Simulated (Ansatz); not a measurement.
**BiH3 (model cell, started as ReO3 type): a soft mode frozen in**

Wanted: the energy along a soft mode of BiH3 (model cell, started as ReO3 type) and the structure at the end.

Calculated with Ansatz 0.2.0; DFT PBEsol, scalar-relativistic, plane waves, PAW.

The structure was built from a prototype and need not be the compound's stable phase.

## (1) The system as given

It takes space group Pm-3m (No. 221, cubic). The conventional cell has a = 4.163 Å, b = 4.163 Å, c = 4.163 Å, α = 90.00°, β = 90.00°, γ = 90.00°. Nearest to Bi lie 6 H at 2.08 Å. Nearest to H lie 2 Bi at 2.08 Å. Farther neighbours, and contacts between anions beyond the nearest, are not listed.

## (2) The dispersion

Stability and thermal properties need the whole zone. Linear response on a 4×4×4 q mesh gives force constants as far as a supercell of that size would.

Contents of input.yaml:

```yaml
crystal:
  lattice:
    - [4.1628261251, 0.0, 0.0]
    - [0.0, 4.1628261251, 0.0]
    - [0.0, 0.0, 4.1628261251]
  atoms:
    - { symbol: Bi, position: [0.0, 0.0, 0.0] }
    - { symbol: H, position: [0.5, 0.0, 0.0] }
    - { symbol: H, position: [0.0, 0.5, 0.0] }
    - { symbol: H, position: [0.0, 0.0, 0.5] }
kpoints:
  mp_grid: { grid: [12, 12, 12] }
hamiltonian:
  xc: pbesol
scf:
  occupations: { method: methfessel_paxton, width: 0.2 }
output:
  eigenvalues: true
phonons:
  method: dfpt
  qmesh: [4, 4, 4]
  temperatures: { t_max: 1000, t_step: 50 }
  qpath:
    path:
      - [[0.0, 0.0, 0.0], [0.0, 0.5, 0.0], [0.5, 0.5, 0.0], [0.0, 0.0, 0.0], [0.5, 0.5, 0.5], [0.0, 0.5, 0.0]]
      - [[0.5, 0.5, 0.5], [0.5, 0.5, 0.0]]
    npoints: 10
```

Command:

```bash
ansatz run input.yaml --threads 4 --pin off --max-ram 7168MiB --backend cpu --events-out ev --progress --plain --runs-dir out
```

Standard output:

```text
Engine: ansatz 0.2.0, aarch64-unknown-linux-gnu
Pseudopotentials: kind: paw
Pseudopotential: Bi, paw, valence charge 15, recommended cutoff 420 eV (normal), Bi.paw.azcp
Pseudopotential: H, paw, valence charge 1, recommended cutoff 420 eV (normal), H.paw.azcp
Functional definition: PBEsol
  exchange = pbesol_x
  correlation = pbesol_c
Crystal: 4 atoms, lattice volume = 72.138 Å³
Basis set: ecut = 420 eV, 1365 PW (Γ), exchange–correlation on 60×60×60 points (8 copies of the dense FFT grid, shifted against one another)
Bands: 13, of which v1, the nominal top of the filled ones, is band 9 counted from 1 (8 counted from 0)
Symmetry: 48 space group operations
k-points: 84 of 1728
Non-local potential: Bi, projectors of the file, l = 0: 2, l = 1: 2, l = 2: 2, l = 3: 2
Non-local potential: H, projectors of the file, l = 0: 2, l = 1: 1
PAW form: soft (Blöchl's): semilocal exchange-correlation on the pseudo side does not see the compensation charge
PAW frozen core: Bi, regenerated for the run's functional, and the local potential with it (the file was generated under x = pbe(κ = 0.804, μ = 0.219515), c = pbe(β = 0.066725))
PAW one-centre angular grid: Bi, 590 points (default); XC on 64 Gauss nodes
PAW one-centre angular grid: H, 110 points (default); XC on 64 Gauss nodes
Initial density: superposition of atomic densities (neutral atoms: chi_scale 0, normalization atom), corrected by the library's trained network
Initial wavefunctions: pseudopotential atomic-orbital guess
Functional: x = pbesol(κ = 0.804, μ = 0.123457), c = pbesol(β = 0.046)
SCF iter   1: F=—  HF=-12287.038061 eV  |F-HF|=—  |Δ(HF+E_count)|=         —  Δρ=5.40e-3  dr2=1.62e-2  ethr=1.77e-3  ⟨swp⟩=5.4  Hψ=6080  notcnv=0
preconditioner: auto → none  [metal: Δε(μ)=0.054 eV  Ē_g=9.681 eV  σ=0.200 eV  W_gap=0.23  n_scr=18 (ndim 8)  ℏωp=12.4 eV  f_vac=0.180  D(μ)=0.37/eV (n_scr^D=0)  sad-step TF]
SCF iter   2: F=—  HF=-12287.036409 eV  |F-HF|=—  |Δ(HF+E_count)|=   1.65e-3  S|Δr|=    0.00e0  Δρ=2.63e-3  dr2=4.64e-3  ethr=9.00e-5  ⟨swp⟩=1.0  Hψ=1766  notcnv=0
SCF iter   3: F=—  HF=-12287.039638 eV  |F-HF|=—  |Δ(HF+E_count)|=   3.23e-3  S|Δr|=    0.00e0  Δρ=3.31e-4  dr2=1.18e-4  ethr=2.58e-5  ⟨swp⟩=2.0  Hψ=1450  notcnv=0
SCF iter   4: F=—  HF=-12287.040088 eV  |F-HF|=—  |Δ(HF+E_count)|=   4.50e-4  S|Δr|=    0.00e0  Δρ=1.64e-4  dr2=2.32e-5  ethr=6.55e-7  ⟨swp⟩=2.0  Hψ=1871  notcnv=0
SCF iter   5: F=—  HF=-12287.040089 eV  |F-HF|=—  |Δ(HF+E_count)|=   8.21e-7  S|Δr|=    0.00e0  Δρ=1.97e-5  dr2=3.72e-7  ethr=1.29e-7  ⟨swp⟩=2.0  Hψ=1851  notcnv=0
SCF iter   6: F=—  HF=-12287.040084 eV  |F-HF|=—  |Δ(HF+E_count)|=   4.65e-6  S|Δr|=    0.00e0  Δρ=2.11e-6  dr2=4.87e-9  ethr=2.07e-9  ⟨swp⟩=2.1  Hψ=1452  notcnv=0
SCF iter   7: F=—  HF=-12287.040084 eV  |F-HF|=—  |Δ(HF+E_count)|=   1.37e-8  S|Δr|=    0.00e0  Δρ=4.12e-7  dr2=1.01e-10  ethr=2.70e-11  ⟨swp⟩=2.3  Hψ=1944  notcnv=0
SCF iter   8: F=-12287.040084 eV  HF=-12287.040084 eV  |F-HF|=2.36e-11  |Δ(HF+E_count)|=   1.05e-9  S|Δr|=    0.00e0  Δρ=4.70e-8  dr2=2.14e-12  ethr=1.00e-12  ⟨swp⟩=8.5  Hψ=6720  notcnv=0
SCF 1 converged in 8 iterations: F = -12287.040084 eV  dr2 = 2.14e-12
  Residual-converged pass: ⟨swp⟩=1.0  Hψ=1429  notcnv=0  max |occ|·‖R‖ = 7.0e-9 eV (tolerance 1.0e-8 eV)  dr2=2.14e-12  dr2_onsite=2.06e-13  max |Δocc| = 4.6e-10
  greatest PAW one-centre occupation: 0.989 electrons in one spin orbital (limit 2), on the Bi atom at site 0 (counted from 0), in its partial waves of l = 2
Initial density: read from a saved state, or passed on in memory by an earlier SCF of this step, an earlier step, the calling program or the single point that the run made first
iter 1 solved again at ethr=1.92e-7 eV; its pass at ethr=3.10e-3 eV (dr2=3.46e-5 eV) is discarded
SCF iter   1: F=—  HF=-12287.040082 eV  |F-HF|=—  |Δ(HF+E_count)|=         —  Δρ=3.32e-7  dr2=5.57e-11  ethr=1.92e-7  ⟨swp⟩=3.6  Hψ=9613  notcnv=0
eigensolver tolerance schedule: the retry pair's looser diagonalisation over-reported the residual by 620423.02 of it (diagonalisation noise at an unbounded share of the residual, at the tolerance the schedule requests for it); recorded, not acted on — ethr = c·dr2/N_el stays at c = 1.0e-1
preconditioner: auto → none  [metal: Δε(μ)=0.054 eV  Ē_g=9.728 eV  σ=0.200 eV  W_gap=0.23  n_scr=18 (ndim 8)  ℏωp=12.4 eV  f_vac=0.202  D(μ)=0.33/eV (n_scr^D=0)]
SCF iter   2: F=—  HF=-12287.040084 eV  |F-HF|=—  |Δ(HF+E_count)|=   1.92e-6  S|Δr|=    0.00e0  Δρ=2.02e-7  dr2=2.25e-11  ethr=1.00e-12  ⟨swp⟩=4.0  Hψ=3123  notcnv=0
SCF iter   3: F=-12287.040084 eV  HF=-12287.040084 eV  |F-HF|=5.46e-12  |Δ(HF+E_count)|=  8.73e-11  S|Δr|=    0.00e0  Δρ=1.13e-7  dr2=6.03e-12  ethr=1.00e-12  ⟨swp⟩=4.1  Hψ=3385  notcnv=0
SCF 2 converged in 3 iterations: F = -12287.040084 eV  dr2 = 6.03e-12
phonons: the bands overlap, so this run is a metal and interpolates without the dipole-dipole term. If the crystal is really an insulator or semiconductor, its LO-TO splitting is missing
NSCF: frozen V_eff on 84 k-points
WARN: eigensolver did not converge in 18 slots of this pass, the one above among them; of largest residual over every band (k=5): 1 band(s) unlocked (lowest unlocked band 12, counted from 0; max residual 3.70e-3 eV among the unlocked bands, 3.70e-3 eV over every band); of lowest unlocked band (k=5): band 12
NSCF: frozen V_eff on 343 k-points
DFPT response loops at q = (0, 0, 0) (fractional): preconditioner auto → none (partly filled bands, converged f_vac=0.202); β = 0.50; Broyden in place of MSR1
NSCF: frozen V_eff on 1176 k-points
DFPT response loops at q = (0, 0, 0.25) (fractional): mixed as the last ones told, above
NSCF: frozen V_eff on 686 k-points
DFPT response loops at q = (0, 0, -0.5) (fractional): mixed as the last ones told, above
NSCF: frozen V_eff on 2016 k-points
DFPT response loops at q = (0, 0.25, 0.25) (fractional): mixed as the last ones told, above
NSCF: frozen V_eff on 1176 k-points
DFPT response loops at q = (0, 0.25, -0.5) (fractional): mixed as the last ones told, above
NSCF: frozen V_eff on 686 k-points
DFPT response loops at q = (0, -0.5, -0.5) (fractional): mixed as the last ones told, above
NSCF: frozen V_eff on 3456 k-points
DFPT response loops at q = (0.25, 0.25, 0.25) (fractional): mixed as the last ones told, above
NSCF: frozen V_eff on 2016 k-points
DFPT response loops at q = (0.25, 0.25, -0.5) (fractional): mixed as the last ones told, above
NSCF: frozen V_eff on 1176 k-points
DFPT response loops at q = (0.25, -0.5, -0.5) (fractional): mixed as the last ones told, above
NSCF: frozen V_eff on 686 k-points
DFPT response loops at q = (-0.5, -0.5, -0.5) (fractional): mixed as the last ones told, above
SCF converged after 8 iterations
Stability not checked: this state was not tested for a lower state beside it, because cold or Methfessel-Paxton smearing, or corrected tetrahedra, fill the levels in a way that the test cannot read (fill_not_monotonic; see scf.lower_state_search)
Free energy (F): -12287.040084 eV
Harris-Foulkes:  -12287.040084 eV  (|F-HF|=2.36e-11)
Internal energy: -12287.041886 eV  (E = F + TS)
E sigma→0 (E₀):  -12287.040535 eV
Entropy (-TS):   0.001802 eV (0.451 meV/atom)
Fermi energy:    3.561859 eV
--- Per-component energies (eV) ---
  E_band       = -211.635389
  E_kinetic    = 339.764250
  E_local      = -2083.217538  (includes V_loc(G=0)·N_el)
  E_nonlocal   = 567.205000
  E_hartree    = 715.166186
  E_xc         = -175.103444
  E_vxc        = -176.398888  (∫ρ·V_xc dr)
  E_paw        = -10511.110997  (= ΣΔE_a)
  E_vpaw       = -289.316915  (= ΣTr[D̂ρ^β])
  E_aug_tail   = -0.003730  (compensation charges beyond the density's cutoff)
  E_ewald      = -1139.831365
  E_core_change = 0.089752  (= ΣΔE_core)
  E_smearing   = 0.001802  (= −TS)
  E_closure    = 0.000000  (closes the sum)
  Σ components = -12287.040084   (vs F -12287.040084, Δ=0.00e0)
--- Band table (eV; the first three rows and the last of 84) ---
  k-point 0: bands = [... 5 lower, -8.9656, 1.7273, 1.7273, 3.4749, 3.4749, 3.4749, 4.8138, 10.9216]
  k-point 1: bands = [... 5 lower, -8.9312, 1.1335, 1.7374, 3.5047, 3.5047, 3.6035, 5.4294, 10.6883]
  k-point 2: bands = [... 5 lower, -8.8328, 0.0904, 1.7654, 3.5883, 3.5883, 3.7543, 6.7454, 10.1607]
  k-point 83: bands = [... 5 lower, -6.8535, -1.8865, -1.8865, -1.8865, 7.4214, 7.4214, 7.4214, 9.8784]
--- Phonons (Γ-DFPT): 3 representative perturbations + reference (Σ response iterations 9) ---
  ASR residual: 7.873e-5 → 0.000e0 eV/Å²; symmetrization residual: 3.376e-7 eV/Å²
  ASR residual per site (eV/Å²): 7.87e-5 1.01e-5 1.01e-5 1.01e-5
  Γ frequencies (cm⁻¹): -1283.96 -1283.96 -1283.96 0.00 0.00 0.00 455.11 455.11 455.11 476.45 476.45 476.45
--- Phonons (arbitrary-q DFPT): 10 irreducible q on the 4×4×4 mesh ---
  q = [0.0000, 0.0000, 0.0000] (star 1, of the zone-centre solve; hermiticity 1.11e-7, symmetrization 5.78e-13): -1283.96 -1283.96 -1283.96 -0.00 -0.00 0.00 455.11 455.11 455.11 476.45 476.45 476.45
  q = [0.0000, 0.0000, 0.2500] (star 6, 7 solved perturbations in 3612 linear systems a pass and spin channel, the states on 588 of 1728 k-point pairs; hermiticity 1.27e-7, symmetrization 2.52e-13): -1310.12 -1310.12 17.91 17.91 73.28 459.35 459.35 459.35 461.87 473.61 473.61 1235.53
  q = [0.0000, 0.0000, -0.5000] (star 3, 7 solved perturbations in 2107 linear systems a pass and spin channel, the states on 343 of 1728 k-point pairs; hermiticity 1.25e-7, symmetrization 4.18e-13): -1347.50 -1347.50 29.84 29.84 103.44 449.18 455.24 455.24 458.26 466.54 466.54 1414.69
  q = [0.0000, 0.2500, 0.2500] (star 12, 7 solved perturbations in 6132 linear systems a pass and spin channel, the states on 1008 of 1728 k-point pairs; hermiticity 1.20e-7, symmetrization 8.37e-14): -1315.94 25.35 72.80 80.56 348.99 450.40 462.22 468.35 471.00 559.18 1206.73 1276.92
  q = [0.0000, 0.2500, -0.5000] (star 12, 12 solved perturbations on 588 of 1728 k-point pairs; hermiticity 9.22e-8, symmetrization 8.20e-14): -1344.17 34.85 83.34 104.51 289.48 443.65 447.65 452.89 470.56 602.96 1234.78 1422.22
  q = [0.0000, -0.5000, -0.5000] (star 3, 7 solved perturbations in 2107 linear systems a pass and spin channel, the states on 343 of 1728 k-point pairs; hermiticity 5.15e-8, symmetrization 6.82e-14): -1376.93 41.90 112.93 112.93 200.11 430.34 430.34 450.74 450.74 668.13 1373.18 1453.82
  q = [0.2500, 0.2500, 0.2500] (star 8, 3 solved perturbations in 3600 linear systems a pass and spin channel, the states on 1728 of 1728 k-point pairs; hermiticity 1.26e-7, symmetrization 2.50e-12): 75.66 75.66 86.35 344.04 348.08 348.08 551.59 551.59 562.79 1163.93 1283.37 1283.37
  q = [0.2500, 0.2500, -0.5000] (star 12, 7 solved perturbations in 6132 linear systems a pass and spin channel, the states on 1008 of 1728 k-point pairs; hermiticity 8.74e-8, symmetrization 4.81e-13): 81.99 88.11 105.73 283.66 288.97 342.78 551.30 595.56 603.65 1183.70 1287.36 1431.87
  q = [0.2500, -0.5000, -0.5000] (star 6, 7 solved perturbations in 3612 linear systems a pass and spin channel, the states on 588 of 1728 k-point pairs; hermiticity 9.84e-8, symmetrization 3.18e-13): 89.94 113.49 113.49 197.73 282.13 282.13 595.98 595.98 665.79 1214.05 1396.56 1461.75
  q = [-0.5000, -0.5000, -0.5000] (star 1, 3 solved perturbations in 735 linear systems a pass and spin channel, the states on 343 of 1728 k-point pairs; hermiticity 1.73e-13, symmetrization 2.20e-12): 120.27 120.27 120.27 195.67 195.67 195.67 663.51 663.51 663.51 1310.73 1464.29 1464.29
  sum rule: each row above includes the acoustic sum rule's correction from the zone centre's row sums; it moved no ω² by more than (1.65 cm⁻¹)²
  mesh force constants: q→R imaginary residual 2.52e-48; ASR residual 7.873e-5 → 0.000e0 eV/Å²; symmetrization residual 5.329e-15 eV/Å²
  interpolated dispersion: 62 rows × 12 modes
  density of states and harmonic sums: on the 16×16×16 q-mesh, interpolated from the force constants of a 4×4×4 supercell (no non-analytic term)
  largest difference from the sums on the solved wave vectors: F 1.64e-2 eV, S 1.29e-5 and C_V 8.15e-6 eV/K
  zero-point energy: 0.346455 eV/cell   skipped modes (ω ≤ 0): 168, of them read as no rigid motion or as one in doubt: 165 (9.375e-1 modes/cell left out, lowest -1376.93 cm⁻¹)   left out of the sums: 7.82e-2 of the cell's modes: C_V's classical limit lies that fraction below 3 k_B per atom; for a crystal, a wire or a layer, F and S can be off by more, and a phonons.interpolated_qmesh denser along its periods is the remedy for the sampling
```

Wall time 11 min (4 threads of Arm Neoverse V2, shared host); peak memory 3.6 GiB.

The column dr2 measures how far the density is from self-consistency, as an energy; F and HF (Harris–Foulkes) agree once it is small.

Numbers from this step:

```
volume per atom                                         : 18.03 Å³
gap on the k-mesh                                       : 0 eV
sum-rule residual before enforcement                    : 7.87e-5 eV/Å²
lowest frequency on the path                            : -1377 cm⁻¹
point group                                             : m-3m
highest frequency on path, mesh or solved points        : 1522 cm⁻¹
highest optical mode at the zone centre (no LO-TO term) : 476.4 cm⁻¹
lowest optical zone-centre mode                         : -1284 cm⁻¹
lowest mode on the q mesh (acoustic modes at Γ apart)   : -1377 cm⁻¹
```

Frequencies (cm⁻¹) solved at each irreducible wavevector; negative means imaginary. Frequencies by wavevector, by row:

| q in reciprocal lattice units | star | mode 1 | mode 2 | mode 3 | mode 4 | mode 10 | mode 11 | mode 12 |
| --- | --- | --- | --- | --- | --- | --- | --- | --- |
| 0 0 0 | 1 | -1284 | -1284 | -1284 | 0 | 476.4 | 476.4 | 476.4 |
| 0 0 0.25 | 6 | -1310 | -1310 | 17.9 | 17.9 | 473.6 | 473.6 | 1236 |
| 0 0 -0.5 | 3 | -1348 | -1348 | 29.8 | 29.8 | 466.5 | 466.5 | 1415 |
| 0 0.25 0.25 | 12 | -1316 | 25.4 | 72.8 | 80.6 | 559.2 | 1207 | 1277 |
| 0 0.25 -0.5 | 12 | -1344 | 34.9 | 83.3 | 104.5 | 603 | 1235 | 1422 |
| 0 -0.5 -0.5 | 3 | -1377 | 41.9 | 112.9 | 112.9 | 668.1 | 1373 | 1454 |
| 0.25 0.25 0.25 | 8 | 75.7 | 75.7 | 86.3 | 344 | 1164 | 1283 | 1283 |
| 0.25 0.25 -0.5 | 12 | 82 | 88.1 | 105.7 | 283.7 | 1184 | 1287 | 1432 |
| 0.25 -0.5 -0.5 | 6 | 89.9 | 113.5 | 113.5 | 197.7 | 1214 | 1397 | 1462 |
| -0.5 -0.5 -0.5 | 1 | 120.3 | 120.3 | 120.3 | 195.7 | 1311 | 1464 | 1464 |

Interpolated from a 4×4×4 q mesh. The phonon branches at the labelled points (cm⁻¹):

| point | branch 1 | branch 2 | branch 3 | branch 4 | branch 9 | branch 10 | branch 11 | branch 12 |
| --- | --- | --- | --- | --- | --- | --- | --- | --- |
| Γ | -1284 | -1284 | -1284 | 0 | 455 | 476 | 476 | 476 |
| halfway | -1310 | -1310 | 18 | 18 | 462 | 474 | 474 | 1236 |
| X | -1348 | -1348 | 30 | 30 | 458 | 466 | 466 | 1415 |
| halfway | -1344 | 35 | 83 | 104 | 471 | 603 | 1235 | 1422 |
| M | -1377 | 42 | 113 | 113 | 451 | 668 | 1373 | 1454 |
| halfway | -1316 | 25 | 73 | 81 | 471 | 559 | 1207 | 1277 |
| Γ | -1284 | -1284 | -1284 | 0 | 455 | 476 | 476 | 476 |
| halfway | 76 | 76 | 86 | 344 | 563 | 1164 | 1283 | 1283 |
| R | 120 | 120 | 120 | 196 | 664 | 1311 | 1464 | 1464 |
| halfway | 82 | 88 | 106 | 284 | 604 | 1184 | 1287 | 1432 |
| X | -1348 | -1348 | 30 | 30 | 458 | 466 | 466 | 1415 |
| jump to R | 120 | 120 | 120 | 196 | 664 | 1311 | 1464 | 1464 |
| halfway | 90 | 114 | 114 | 198 | 666 | 1214 | 1397 | 1462 |
| M | -1377 | 42 | 113 | 113 | 451 | 668 | 1373 | 1454 |

Symmetry leaves 10 wavevectors to solve. The lowest mode among them, the acoustic zeros apart, lies at q = (0, -0.5, -0.5) and is imaginary, 1376.9i cm⁻¹, so the energy falls along it.

## (3) The mode frozen in, largest atomic shift 0 Å

The mode followed lies at q = (0, 0, -0.5) with frequency 1347.5i cm⁻¹ and is 2-fold degenerate, one of the unstable modes though not the softest. At small amplitude the pattern taken leaves space group no. 63 by a symmetry search on the positions. The undistorted cell that holds it gives the zero of energy on the same k mesh.

System of this step: BiH3 (model cell, started as ReO3 type). The structure is cubic, space group Pm-3m (No. 221). Conventional cell: a = 4.163 Å, b = 4.163 Å, c = 4.163 Å, α = 90.00°, β = 90.00°, γ = 90.00°. Bi has 6 H at 2.08 Å nearest. H has 2 Bi at 2.08 Å nearest. Nearest to H lie 2 Bi at 2.08 Å. Farther neighbours, and contacts between anions beyond the nearest, are not listed.

Contents of input.yaml:

```yaml
crystal:
  lattice:
    - [4.1628261251, 0.0, 0.0]
    - [0.0, 4.1628261251, 0.0]
    - [0.0, 0.0, 8.3256522502]
  atoms:
    - { symbol: Bi, position: [0.0, 0.0, 0.0] }
    - { symbol: Bi, position: [0.0, 0.0, 0.5] }
    - { symbol: H, position: [0.5, 0.0, 0.0] }
    - { symbol: H, position: [0.5, 0.0, 0.5] }
    - { symbol: H, position: [0.0, 0.5, 0.5] }
    - { symbol: H, position: [0.0, 0.5, 0.0] }
    - { symbol: H, position: [0.0, 0.0, 0.25] }
    - { symbol: H, position: [0.0, 0.0, 0.75] }
kpoints:
  mp_grid: { grid: [8, 8, 4] }
hamiltonian:
  xc: pbesol
scf:
  occupations: { method: methfessel_paxton, width: 0.2 }
output:
  forces: true
  stress: true
  eigenvalues: true
```

Standard output:

```text
[...]
Crystal: 8 atoms, lattice volume = 144.276 Å³
Basis set: ecut = 420 eV, 2787 PW (Γ), exchange–correlation on 60×60×120 points (8 copies of the dense FFT grid, shifted against one another)
Bands: 26, of which v1, the nominal top of the filled ones, is band 18 counted from 1 (17 counted from 0)
Symmetry: 32 space group operations
[...]
k-points: 45 of 256
[...]
k-point 0: bands = [... 14 lower, 1.7419, 1.9017, 3.4675, 3.4675, 3.4675, 3.9672, 3.9672, 4.2861, ... 4 higher]
  k-point 1: bands = [... 14 lower, 1.7643, 1.8773, 3.5331, 3.5331, 3.6821, 3.8851, 3.8851, 4.1664, ... 4 higher]
  k-point 2: bands = [... 14 lower, 1.8197, 1.8197, 3.7009, 3.7009, 3.7009, 3.7009, 3.9187, 3.9187, ... 4 higher]
  k-point 44: bands = [... 14 lower, -2.0086, -2.0086, -0.1559, -0.1559, 6.7308, 6.7308, 8.3369, 8.3369, ... 4 higher]
[key lines of the parts left out:]
SCF converged after 6 iterations
Free energy (F): -24573.955467 eV
Fermi energy:    3.608710 eV
P = ⅓ Tr σ = 0.1089 GPa (1.089 kbar)
```

It took 2.6 s on 4 threads; peak memory 0.48 GiB; 9.6 s of CPU time.

This step gave:

```yaml
pressure: 0.1089 GPa
energy_from_the_undistorted_cell: 0 meV/atom
```

The run ends at a pressure of 0.11 GPa.

(Continued in part 2 of 3.)

[Long decimals in the printed logs are rounded to 6 places.]

[Logs are printed without paths, hosts, clocks, repeated set-up lines and the standing remarks that a program may print on its own settings, such as how far it seeks lower states.]

[Hosts, paths, dates, database ids (printed as entryN), source tags and the programs' standing remarks are cut or masked in the printed files.]

[Where the starting crystal was built by hand or by swapping elements, it need not be the compound's stable phase.]
